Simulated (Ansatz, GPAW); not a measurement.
# A 9-layer slab of Cu(100): work function by functional and basis

Aim: the work function of both faces of a 9-layer slab of Cu(100), and its spread over functionals and bases.

Main program and level: GPAW 26.7.0 and Ansatz 0.2.0; Ansatz plane waves; slab in vacuum with a dipole correction, relaxation, in the first sound run; inputs show where later runs differ.

## Step 1: The structure

The cell holds 9 atoms: 9 Cu. Cell: a = 2.553 Å, b = 2.553 Å, c = 30.440 Å, α = 90.0°, β = 90.0°, γ = 90.0°. Vacuum lies along c.

## Step 2: Relaxing the atoms

The atoms are relaxed first, since the surface dipole, and with it the work function, follows the positions of the outer layers. The lowest 4 atoms are held at bulk positions and keep their forces.

The input, input.yaml:

```yaml
crystal:
  lattice:
    - [2.5526554801, 0.0, 0.0]
    - [0.0, 2.5526554801, 0.0]
    - [0.0, 0.0, 30.44]
  atoms:
    - { symbol: Cu, position: [0.0, 0.0, 0.2628120894] }
    - { symbol: Cu, position: [0.5, 0.5, 0.322109067] }
    - { symbol: Cu, position: [0.0, 0.0, 0.3814060447] }
    - { symbol: Cu, position: [0.5, 0.5, 0.4407030223] }
    - { symbol: Cu, position: [0.0, 0.0, 0.5] }
    - { symbol: Cu, position: [0.5, 0.5, 0.5592969777] }
    - { symbol: Cu, position: [0.0, 0.0, 0.6185939553] }
    - { symbol: Cu, position: [0.5, 0.5, 0.677890933] }
    - { symbol: Cu, position: [0.0, 0.0, 0.7371879106] }
kpoints:
  mp_grid: { grid: [12, 12, 1] }
hamiltonian:
  xc: pbe
scf:
  occupations: { method: fermi_dirac, width: 0.1 }
efield:
  axis: 3
  dipole_correction: true
  ramp_width: 0.05
relax:
  f_tol: 0.02
  max_steps: 60
  constraints: [{ sites: [0, 1, 2, 3] }]
output:
  write_potential: true
  write_density: true
  volumetric_format: npy
```

Launch:

```console
> ansatz run input.yaml --threads 4 --pin off --max-ram 8192MiB --backend cpu --events-out ev --progress --plain --runs-dir out
```

Numbers of over 12 decimals in the logs are rounded to 6 here.

Log:

```text
Engine: ansatz 0.2.0, aarch64-unknown-linux-gnu
Pseudopotentials: kind: paw
Pseudopotential: Cu, paw, valence charge 19, recommended cutoff 420 eV (normal), Cu.paw.azcp
Functional definition: PBE
  parameter kappa = 0.804
  parameter beta = 0.066725
  exchange = pbe_x(kappa = kappa, mu = beta*pi^2/3)
  correlation = pbe_c(beta = beta)
Crystal: 9 atoms, lattice volume = 198.349 Å³
Basis set: ecut = 420 eV, 3921 PW (Γ), exchange–correlation on 36×36×432 points (8 copies of the dense FFT grid, shifted against one another)
Bands: 103, of which v1, the nominal top of the filled ones, is band 86 counted from 1 (85 counted from 0)
Symmetry: 8 space group operations
k-points: 28 of 144
Non-local potential: Cu, projectors of the file, l = 0: 3, l = 1: 2, l = 2: 3, l = 3: 1
PAW form: soft (Blöchl's): semilocal exchange-correlation on the pseudo side does not see the compensation charge
PAW one-centre angular grid: Cu, 590 points (default); XC on 64 Gauss nodes
Initial density: superposition of atomic densities (neutral atoms: chi_scale 0, normalization atom), corrected by the library's trained network
Initial wavefunctions: pseudopotential atomic-orbital guess
Functional: x = pbe(κ = 0.804, μ = 0.219515), c = pbe(β = 0.066725)
SCF iter   1: F=—  HF=-59625.389715 eV  |F-HF|=—  |Δ(HF+E_count)|=         —  Δρ=2.34e-3  dr2=1.36e-1  ethr=1.77e-3  p=0.000 e·Å  D=8.75e-14 V/Å  ΔV_dip=-0.00 eV  dr2_dipole=3.43e-10  V_vac-E_F(+/−)=4.41/4.41 eV  ⟨swp⟩=6.5  Hψ=11390  notcnv=0  defer=79
efield: sawtooth ramp at fractional position 0.9750 (placed from the atoms, in the widest stretch of the axis that holds none; the zero of the levels goes with the place), width 0.0500; the density the first Hamiltonian is built on has a dipole p = 0.000 e·Å; the dipole correction subtracts the counter field D = 8.75e-14 V/Å, which shifts the + side's vacuum level by -0.00 eV against the − side's; the planar-averaged density in the ramp window peaks in size at 6.9e-5 e/Å³
preconditioner: auto → LDOS  [metal: Δε(μ)=0.077 eV  Ē_g=8.967 eV  σ=0.100 eV  W_gap=0.19  n_scr=60 (ndim 8)  ℏωp=26.2 eV  f_vac=0.440  D(μ)=2.72/eV (n_scr^D=14)  β→1.0]
SCF iter   2: F=—  HF=-59625.389532 eV  |F-HF|=—  |Δ(HF+E_count)|=   1.84e-4  Δρ=2.33e-3  dr2=9.73e-3  ethr=7.97e-5  p=-0.000 e·Å  D=-6.45e-6 V/Å  ΔV_dip=0.00 eV  dr2_dipole=5.97e-9  V_vac-E_F(+/−)=4.58/4.58 eV  ⟨swp⟩=2.3  Hψ=3887  notcnv=0  defer=154
SCF iter   3: F=—  HF=-59625.389793 eV  |F-HF|=—  |Δ(HF+E_count)|=   2.62e-4  Δρ=1.91e-3  dr2=4.82e-3  ethr=5.69e-6  p=-0.000 e·Å  D=-3.62e-6 V/Å  ΔV_dip=0.00 eV  dr2_dipole=3.21e-10  V_vac-E_F(+/−)=4.55/4.55 eV  ⟨swp⟩=2.1  Hψ=4221  notcnv=0  defer=154
SCF iter   4: F=—  HF=-59625.389083 eV  |F-HF|=—  |Δ(HF+E_count)|=   7.11e-4  Δρ=4.88e-4  dr2=3.69e-4  ethr=2.82e-6  p=-0.000 e·Å  D=-1.66e-6 V/Å  ΔV_dip=0.00 eV  dr2_dipole=2.91e-11  V_vac-E_F(+/−)=4.55/4.55 eV  ⟨swp⟩=2.0  Hψ=4007  notcnv=0  defer=154
SCF iter   5: F=—  HF=-59625.389051 eV  |F-HF|=—  |Δ(HF+E_count)|=   3.21e-5  Δρ=1.43e-4  dr2=3.30e-5  ethr=2.16e-7  p=-0.000 e·Å  D=-1.14e-6 V/Å  ΔV_dip=0.00 eV  dr2_dipole=9.34e-12  V_vac-E_F(+/−)=4.56/4.56 eV  ⟨swp⟩=3.0  Hψ=4694  notcnv=0  defer=154
SCF iter   6: F=—  HF=-59625.389062 eV  |F-HF|=—  |Δ(HF+E_count)|=   1.13e-5  Δρ=7.89e-5  dr2=1.11e-5  ethr=5.85e-9  p=-0.000 e·Å  D=-6.37e-7 V/Å  ΔV_dip=0.00 eV  dr2_dipole=1.56e-12  V_vac-E_F(+/−)=4.56/4.56 eV  ⟨swp⟩=12.3  Hψ=28536  notcnv=0
SCF iter   7: F=-59625.389066 eV  HF=-59625.389066 eV  |F-HF|=9.67e-8  |Δ(HF+E_count)|=   4.42e-6  Δρ=1.58e-5  dr2=5.91e-7  ethr=5.85e-9  p=-0.000 e·Å  D=-1.97e-7 V/Å  ΔV_dip=0.00 eV  dr2_dipole=7.96e-13  V_vac-E_F(+/−)=4.57/4.57 eV  ⟨swp⟩=11.1  Hψ=26011  notcnv=0
SCF 1 converged in 7 iterations: F = -59625.389066 eV  dr2 = 5.91e-7
  greatest PAW one-centre occupation: 1.000 electrons in one spin orbital (limit 2), on the Cu atom at site 8 (counted from 0), in its partial waves of l = 0
relax step   1: F+E_penalty+E_count = -59625.38906642 eV  Δ(F+E_penalty+E_count) = +0.000e0 eV  max|allowed force component| = 2.178e-1 eV/Å  Δτ_max = 0.0000 Å  (7 SCF iters, dr2 threshold 1.00e-5 eV, accepted)
Initial density: handed on by an earlier stage of this run
Initial wavefunctions: those handed on with the density
iter 1 solved again at ethr=5.64e-6 eV; its pass at ethr=3.10e-3 eV (dr2=9.64e-3 eV) is discarded
SCF iter   1: F=—  HF=-59625.397569 eV  |F-HF|=—  |Δ(HF+E_count)|=         —  Δρ=2.90e-3  dr2=9.31e-3  ethr=5.64e-6  p=-0.000 e·Å  D=-1.86e-6 V/Å  ΔV_dip=0.00 eV  dr2_dipole=1.53e-5  V_vac-E_F(+/−)=4.56/4.56 eV  ⟨swp⟩=2.8  Hψ=9231  notcnv=0  defer=208
efield: sawtooth ramp at fractional position 0.9750 (handed on by an earlier solve), width 0.0500; the density the first Hamiltonian is built on has a dipole p = -0.000 e·Å; the dipole correction subtracts the counter field D = -1.86e-6 V/Å, which shifts the + side's vacuum level by +0.00 eV against the − side's; the planar-averaged density in the ramp window peaks in size at 4.7e-5 e/Å³
preconditioner: auto → LDOS  [metal: Δε(μ)=0.027 eV  Ē_g=9.021 eV  σ=0.100 eV  W_gap=0.07  n_scr=60 (ndim 8)  ℏωp=26.2 eV  f_vac=0.439  D(μ)=2.68/eV (n_scr^D=14)  β→1.0]
SCF iter   2: F=—  HF=-59625.393670 eV  |F-HF|=—  |Δ(HF+E_count)|=   3.90e-3  Δρ=1.48e-3  dr2=5.07e-3  ethr=5.45e-6  p=0.001 e·Å  D=1.15e-3 V/Å  ΔV_dip=-0.04 eV  dr2_dipole=1.29e-3  V_vac-E_F(+/−)=4.53/4.57 eV  ⟨swp⟩=2.0  Hψ=4921  notcnv=0  defer=208
SCF iter   3: F=—  HF=-59625.393707 eV  |F-HF|=—  |Δ(HF+E_count)|=   3.68e-5  Δρ=2.01e-3  dr2=4.76e-3  ethr=2.96e-6  p=-0.000 e·Å  D=-3.73e-4 V/Å  ΔV_dip=0.01 eV  dr2_dipole=7.08e-8  V_vac-E_F(+/−)=4.58/4.57 eV  ⟨swp⟩=2.1  Hψ=4962  notcnv=0  defer=208
SCF iter   4: F=—  HF=-59625.392824 eV  |F-HF|=—  |Δ(HF+E_count)|=   8.83e-4  Δρ=3.50e-4  dr2=1.56e-4  ethr=2.78e-6  p=-0.000 e·Å  D=-1.89e-5 V/Å  ΔV_dip=0.00 eV  dr2_dipole=1.94e-6  V_vac-E_F(+/−)=4.57/4.57 eV  ⟨swp⟩=2.0  Hψ=3929  notcnv=0  defer=208
SCF iter   5: F=—  HF=-59625.392997 eV  |F-HF|=—  |Δ(HF+E_count)|=   1.73e-4  Δρ=1.78e-4  dr2=3.68e-5  ethr=9.15e-8  p=0.000 e·Å  D=1.59e-4 V/Å  ΔV_dip=-0.00 eV  dr2_dipole=4.06e-7  V_vac-E_F(+/−)=4.56/4.57 eV  ⟨swp⟩=2.0  Hψ=4430  notcnv=0  defer=208
SCF iter   6: F=-59625.392990 eV  HF=-59625.392990 eV  |F-HF|=3.52e-7  |Δ(HF+E_count)|=   7.63e-6  Δρ=1.79e-5  dr2=6.76e-7  ethr=1.73e-9  p=0.000 e·Å  D=1.80e-4 V/Å  ΔV_dip=-0.01 eV  dr2_dipole=1.60e-7  V_vac-E_F(+/−)=4.56/4.57 eV  ⟨swp⟩=10.5  Hψ=25635  notcnv=0
SCF 2 converged in 6 iterations: F = -59625.392990 eV  dr2 = 6.76e-7
[...]
preconditioner: auto → LDOS  [metal: Δε(μ)=0.044 eV  Ē_g=9.000 eV  σ=0.100 eV  W_gap=0.11  n_scr=60 (ndim 8)  ℏωp=26.2 eV  f_vac=0.438  D(μ)=2.68/eV (n_scr^D=14)  β→1.0]
SCF iter   2: F=—  HF=-59625.398306 eV  |F-HF|=—  |Δ(HF+E_count)|=   1.10e-2  Δρ=2.80e-3  dr2=2.28e-2  ethr=1.78e-5  p=0.002 e·Å  D=2.12e-3 V/Å  ΔV_dip=-0.06 eV  dr2_dipole=1.00e-2  V_vac-E_F(+/−)=4.51/4.58 eV  ⟨swp⟩=2.2  Hψ=5830  notcnv=0  defer=204
SCF iter   3: F=—  HF=-59625.397974 eV  |F-HF|=—  |Δ(HF+E_count)|=   3.32e-4  Δρ=3.31e-3  dr2=1.35e-2  ethr=1.33e-5  p=-0.000 e·Å  D=-3.09e-4 V/Å  ΔV_dip=0.01 eV  dr2_dipole=3.71e-4  V_vac-E_F(+/−)=4.58/4.57 eV  ⟨swp⟩=2.2  Hψ=5004  notcnv=0  defer=204
SCF iter   4: F=—  HF=-59625.395546 eV  |F-HF|=—  |Δ(HF+E_count)|=   2.43e-3  Δρ=3.29e-4  dr2=3.47e-4  ethr=7.89e-6  p=0.001 e·Å  D=5.39e-4 V/Å  ΔV_dip=-0.02 eV  dr2_dipole=1.73e-4  V_vac-E_F(+/−)=4.55/4.57 eV  ⟨swp⟩=2.0  Hψ=4959  notcnv=0  defer=204
SCF iter   5: F=—  HF=-59625.395708 eV  |F-HF|=—  |Δ(HF+E_count)|=   1.62e-4  Δρ=2.35e-4  dr2=8.87e-5  ethr=2.03e-7  p=0.001 e·Å  D=5.19e-4 V/Å  ΔV_dip=-0.02 eV  dr2_dipole=1.70e-5  V_vac-E_F(+/−)=4.55/4.57 eV  ⟨swp⟩=2.9  Hψ=4782  notcnv=0  defer=204
SCF iter   6: F=—  HF=-59625.395699 eV  |F-HF|=—  |Δ(HF+E_count)|=   8.88e-6  Δρ=2.85e-5  dr2=1.72e-6  ethr=5.19e-8  p=0.001 e·Å  D=4.91e-4 V/Å  ΔV_dip=-0.01 eV  dr2_dipole=5.84e-10  V_vac-E_F(+/−)=4.55/4.57 eV  ⟨swp⟩=2.0  Hψ=3898  notcnv=0  defer=204
SCF iter   7: F=—  HF=-59625.395703 eV  |F-HF|=—  |Δ(HF+E_count)|=   3.33e-6  Δρ=2.63e-5  dr2=1.35e-6  ethr=7.14e-10  p=0.001 e·Å  D=5.15e-4 V/Å  ΔV_dip=-0.02 eV  dr2_dipole=4.40e-8  V_vac-E_F(+/−)=4.55/4.57 eV  ⟨swp⟩=11.4  Hψ=27184  notcnv=0
SCF iter   8: F=-59625.395703 eV  HF=-59625.395704 eV  |F-HF|=6.57e-7  |Δ(HF+E_count)|=   1.03e-6  Δρ=2.09e-5  dr2=7.09e-7  ethr=7.14e-10  p=0.001 e·Å  D=5.32e-4 V/Å  ΔV_dip=-0.02 eV  dr2_dipole=2.85e-8  V_vac-E_F(+/−)=4.55/4.57 eV  ⟨swp⟩=10.2  Hψ=21787  notcnv=0
SCF 3 converged in 8 iterations: F = -59625.395703 eV  dr2 = 7.09e-7
relax step   3: F+E_penalty+E_count = -59625.39570309 eV  Δ(F+E_penalty+E_count) = -2.713e-3 eV  max|allowed force component| = 2.193e-3 eV/Å  Δτ_max = 0.0606 Å  (8 SCF iters, dr2 threshold 1.22e-6 eV, accepted)
iter 1 solved again at ethr=4.14e-10 eV; its pass at ethr=3.10e-3 eV (dr2=7.07e-7 eV) is discarded
SCF iter   1: F=—  HF=-59625.395694 eV  |F-HF|=—  |Δ(HF+E_count)|=         —  Δρ=2.09e-5  dr2=7.07e-7  ethr=4.14e-10  p=0.001 e·Å  D=5.32e-4 V/Å  ΔV_dip=-0.02 eV  dr2_dipole=2.80e-8  V_vac-E_F(+/−)=4.55/4.57 eV  ⟨swp⟩=1.0  Hψ=6987  notcnv=0  defer=202
efield: sawtooth ramp at fractional position 0.9750 (handed on by an earlier solve), width 0.0500; the density the first Hamiltonian is built on has a dipole p = 0.001 e·Å; the dipole correction subtracts the counter field D = 5.32e-4 V/Å, which shifts the + side's vacuum level by -0.02 eV against the − side's; the planar-averaged density in the ramp window peaks in size at 2.7e-5 e/Å³
preconditioner: auto → LDOS  [metal: Δε(μ)=0.038 eV  Ē_g=9.003 eV  σ=0.100 eV  W_gap=0.10  n_scr=60 (ndim 8)  ℏωp=26.2 eV  f_vac=0.438  D(μ)=2.68/eV (n_scr^D=14)  β→1.0]
SCF iter   2: F=—  HF=-59625.395705 eV  |F-HF|=—  |Δ(HF+E_count)|=   1.04e-5  Δρ=6.19e-5  dr2=4.81e-6  ethr=4.14e-10  p=0.001 e·Å  D=5.27e-4 V/Å  ΔV_dip=-0.02 eV  dr2_dipole=7.77e-8  V_vac-E_F(+/−)=4.55/4.57 eV  ⟨swp⟩=2.7  Hψ=5140  notcnv=0  defer=202
SCF iter   3: F=-59625.395704 eV  HF=-59625.395704 eV  |F-HF|=3.34e-8  |Δ(HF+E_count)|=   7.28e-7  Δρ=5.62e-6  dr2=4.02e-8  ethr=5.85e-11  p=0.001 e·Å  D=5.41e-4 V/Å  ΔV_dip=-0.02 eV  dr2_dipole=4.62e-9  V_vac-E_F(+/−)=4.55/4.57 eV  ⟨swp⟩=9.0  Hψ=23263  notcnv=0
SCF 4 converged in 3 iterations: F = -59625.395704 eV  dr2 = 4.02e-8
relax step   4: F+E_penalty+E_count = -59625.39570378 eV  Δ(F+E_penalty+E_count) = -6.863e-7 eV  max|allowed force component| = 2.395e-3 eV/Å  Δτ_max = 0.0000 Å  (3 SCF iters, accepted)
NSCF: frozen V_eff on 28 k-points
the band table was solved once a step of the walk had ended and its energy, with any forces and stress, was formed, with the checks that follow a solve (15312 applications of the Hamiltonian). They found nothing against the state; the energy, forces and stress were not computed again (output.eigenvalues in the input reference)
WARN: The output density's exchange-correlation potential varies sharply where the density is thin. Do not read a vacuum level from v_tot or v_xc, or from such a field of the output density. On a cell that repeats whose density bears no net charge and no dipole along the vacuum's axis use v_es (v_loc + v_h of the components); under efield.dipole_correction with no amplitude use v_es + v_field, which holds any externa [...]
SCF converged after 3 iterations
Free energy (F): -59625.395704 eV
Harris-Foulkes:  -59625.395704 eV  (|F-HF|=3.34e-8)
Internal energy: -59625.304155 eV  (E = F + TS)
E sigma→0 (E₀):  -59625.349929 eV
Entropy (-TS):   -0.091549 eV (-10.172 meV/atom)
Fermi energy:    6.901346 eV
Dipole field:    D = 0.000450 V/Å  (p = 0.000493 e·Å, saw-weighted, corrected)
Work function:   Φ+ = 4.5529 eV   Φ− = 4.5666 eV
Levels:          The Fermi level and band energies are counted from a zero that moves with the ramp; work functions are not
--- Per-component energies (eV) ---
  E_band       = -4902.578146
  E_kinetic    = 2697.848557
  E_local      = -482373.589283  (includes V_loc(G=0)·N_el)
  E_nonlocal   = 3515.859645
  E_hartree    = 238186.343111
  E_xc         = -802.915009
  E_vxc        = -1035.852810  (∫ρ·V_xc dr)
  E_paw        = -14972.892648  (= ΣΔE_a)
  E_vpaw       = -4079.554826  (= ΣTr[D̂ρ^β])
  E_aug_tail   = 0.002470  (compensation charges beyond the density's cutoff)
  E_efield     = 0.000000  (sawtooth field / dipole correction)
  E_vefield    = -0.002539  (∫n·V_field dr)
  E_ewald      = 194124.039001
  E_smearing   = -0.091549  (= −TS)
  E_closure    = 0.000000  (closes the sum)
  Σ components = -59625.395704   (vs F -59625.395704, Δ=0.00e0)
--- Forces (eV/Å), atoms counted from 1 ---
  atom   1  Cu    -0.00000000     0.00000000     0.11075736
  atom   2  Cu    -0.00000000     0.00000000    -0.21793413
  atom   3  Cu    -0.00000000     0.00000000     0.00723823
  atom   4  Cu    -0.00000000     0.00000000     0.09699265
  atom   5  Cu     0.00000000     0.00000000    -0.00021714
  atom   6  Cu    -0.00000000     0.00000000    -0.00013170
  atom   7  Cu    -0.00000000     0.00000000     0.00058378
  atom   8  Cu     0.00000000     0.00000000     0.00022998
  atom   9  Cu    -0.00000000     0.00000000     0.00239474
  max |Σ_I F_I| component: 8.62e-5 eV/Å
--- Band table (eV; the first three rows and the last of 28) ---
  k-point 0: bands = [... 82 lower, 5.4133, 5.4133, 5.4551, 5.4637, 5.4637, 5.4680, 6.3368, 7.5093, ... 13 higher]
  k-point 1: bands = [... 82 lower, 5.3261, 5.3931, 5.4006, 5.4611, 5.4788, 5.7014, 6.7197, 7.8492, ... 13 higher]
  k-point 2: bands = [... 82 lower, 5.3384, 5.3726, 5.4562, 5.4602, 5.5074, 6.3256, 7.4607, 8.6450, ... 13 higher]
  k-point 27: bands = [... 82 lower, 8.7051, 9.4287, 9.4287, 10.4567, 10.4567, 11.6618, 11.6618, 13.0202, ... 13 higher]
--- Relaxed structure (4 steps of the walk, 4 accepted, 0 SCFs on fresh bases) ---
  F+E_penalty+E_count = -59625.39570378 eV   max|allowed force component| = 2.395e-3 eV/Å
  atoms:
    - { symbol: Cu, position: [0.0, 0.0, 0.262812] }
    - { symbol: Cu, position: [0.5, 0.5, 0.322109] }
    - { symbol: Cu, position: [0.0, 0.0, 0.381406] }
    - { symbol: Cu, position: [0.5, 0.5, 0.440703] }
    - { symbol: Cu, position: [0.0, 0.0, 0.500754] }
    - { symbol: Cu, position: [0.5, 0.5, 0.560767] }
    - { symbol: Cu, position: [0, 0.0, 0.620851] }
    - { symbol: Cu, position: [0.5, 0.5, 0.681052] }
    - { symbol: Cu, position: [0, 0.0, 0.739310] }
```

It took 2.1 min on 4 threads of Arm Neoverse N1, shared host; peak memory 0.93 GiB; 8 min of CPU time.

The steps of the relaxation:

```
step  energy less that of the first step (eV)  largest force component (eV/Å)
   1                                   0.0000                          0.2178
   2                                  -0.0039                          0.1398
   3                                  -0.0066                          0.0022
   4                                  -0.0066                          0.0024
```

Forces are held to the 8 operations that the run works with; a distortion that breaks them can't arise in this run.

The atoms that moved most (Å):

| atom | dx | dy | dz | length |
| --- | --- | --- | --- | --- |
| Cu8 | 0.000 | 0.000 | 0.096 | 0.096 |
| Cu7 | 0.000 | 0.000 | 0.069 | 0.069 |
| Cu9 | 0.000 | 0.000 | 0.065 | 0.065 |
| Cu6 | 0.000 | 0.000 | 0.045 | 0.045 |
| Cu5 | 0.000 | 0.000 | 0.023 | 0.023 |

Numbers from this step:

```yaml
free_energy: -59625.3957 eV
smearing_term_ts: 0.09155 eV
symmetry_operations: 8
upper_work_function: 4.553 eV
lower_work_function: 4.567 eV
dipole_along_the_normal: 4.93e-4 e·Å
dipole_field: 4.50e-4 V/Å
vacuum_level_above: 11.45 eV
vacuum_level_below: 11.47 eV
```

The electrostatic potential energy of an electron (with the applied field's), less the Fermi level, planar mean oscillates, so the rows of the table below give means over windows of 1.83 Å about each position, cut where the curve ends. Its maxima inside the range that stand out by 2 % of the span (Å: eV): 8.9: -1.84, 10.7: -1.91, 12.5: -1.96, 14.4: -1.76, 16.2: -1.79, 18.0: -1.79, 19.9: -1.77, 21.6: -2.38. Its minima: 8.0: -14.4, 9.9: -14.6, 11.6: -14.6, 13.4: -14.6, 15.2: -14.6, 17.1: -14.6, 18.9: -14.6, 20.7: -14.7, 22.5: -14.4.

Electrostatic potential energy of an electron (with the applied field's), less the Fermi level, planar mean against z; means over each step:

| z (Å) | electrostatic potential energy of an electron (with the applied field's), less the Fermi level, planar mean (eV) |
| --- | --- |
| 0.92 | 4.57 |
| 2.75 | 4.57 |
| 4.58 | 4.55 |
| 6.41 | 3.11 |
| 8.23 | -8.46 |
| 10.07 | -8.79 |
| 11.89 | -8.77 |
| 13.73 | -8.66 |
| 15.55 | -8.65 |
| 17.38 | -8.64 |
| 19.21 | -8.62 |
| 21.05 | -8.92 |
| 22.88 | -6.98 |
| 24.70 | 4.26 |
| 26.54 | 4.55 |
| 28.37 | 4.55 |
| 30.20 | 4.55 |

The valence density, planar mean oscillates, so the rows of the table below give means over windows of 1.83 Å about each position, cut where the curve ends. Its maxima inside the range that stand out by 2 % of the span (Å: e/Å³): 8.0: 4.07, 9.9: 3.99, 11.6: 4.01, 13.4: 4.08, 15.2: 4.09, 17.1: 4.09, 18.9: 4.10, 20.7: 4.10, 22.5: 4.04. Its minima: 8.9: 0.309, 10.7: 0.309, 12.5: 0.310, 14.4: 0.302, 16.2: 0.304, 18.0: 0.303, 19.9: 0.302, 21.6: 0.330.

The valence density, planar mean by z; means over each step:

z (Å), valence density, planar mean (e/Å³) and a bar:
```
     2.75       0.00 
     4.58       0.00 
     6.41       0.06 #
     8.23       1.59 ##############################
    10.07       1.60 ##############################
    11.89       1.60 ##############################
    13.73       1.59 ##############################
    15.55       1.59 ##############################
    17.38       1.59 ##############################
    19.21       1.59 ##############################
    21.05       1.61 ##############################
    22.88       1.50 ############################
    24.70       0.01 
    26.54       0.00
```

The relaxation lowered the energy of the cell by 0.00664 eV.

(Part 1 of 3 ends here.)

[Logs are printed without paths, hosts, clocks, repeated set-up lines and the standing remarks that a program may print on its own settings, such as how far it seeks lower states.]

[Hosts, paths, dates, database ids (printed as entryN), source tags and the programs' standing remarks are cut or masked in the printed files.]
